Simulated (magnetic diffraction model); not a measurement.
# Magnetic neutron pattern of Er₄TlGa₆B₆

Space group Im-3m (no. 229), a = 7.9820 Å.

```
site  atom    x    y       z
  2a    Tl    0    0       0
  8c    Er  1/4  3/4     1/4
 12d    Ga    0  1/2     1/4
 12e     B    0    0  0.7450
```

This is a made-up structure (elements placed in a structure type, unrelaxed), so the numbers test the method and describe no known phase.

Only Er is taken to order (form factors of Er3+); orders and moment sizes are assumed, and not adapted to the symmetry. Radiation: neutrons of λ = 4.2 Å (absorption by B left out), 3° to 100°; isotropic B of 0.1 Å² (Tl), 0.14 Å² (Er), 0.16 Å² (Ga) and 0.26 Å² (B). Simulated constant-wavelength pattern: nuclear and magnetic terms add, the magnetic one as |2.695 fm × Σ f S⊥ exp(2πi Q·r) exp(−B s²)|², summed over all Q at one angle with the factor 1/(sin²θ cos θ). For collinear order S is the moment m, which repeats by lattice and centring translations R with the sign exp(−2πi k·R). Free-ion form factors, Sears's scattering lengths of 1992, no absorption; a label names one of the reflections at its angle. The strongest nuclear line in the range is 100, and lines under 0.2 are left out.

Assume the order k = (0 0 0), collinear moments along [101], 7.7 μB on Er; signs + at (1/4, 3/4, 1/4), − at (1/4, 1/4, 3/4), − at (3/4, 1/4, 1/4), + at (1/4, 1/4, 1/4).

Q: Where does magnetic intensity appear, and how strong is it?

| 2θ (°) | index | nuclear | magnetic |
| --- | --- | --- | --- |
| 43.69 | (1 0 -1) | 14.4 | 911.0 |
| 63.50 | (2 0 0) | 1.8 | 0.0 |
| 80.25 | (2 1 1) | 100.0 | 1089.5 |
| 96.17 | (2 2 0) | 64.2 | 0.0 |

The strongest magnetic line in the range is (2 1 1) at 80.25° (1089.5). On top of the Lorentz factor, which all lines share, magnetic lines fade with angle because f falls: for Er3+ it is 0.96, 0.86, 0.73 and 0.47 at sin θ/λ = 0.1, 0.2, 0.3 and 0.5 Å⁻¹, while nuclear lengths stay constant. The order has no net moment.

[Logs are printed without paths, hosts, clocks, repeated set-up lines and the standing remarks that a program may print on its own settings, such as how far it seeks lower states.]
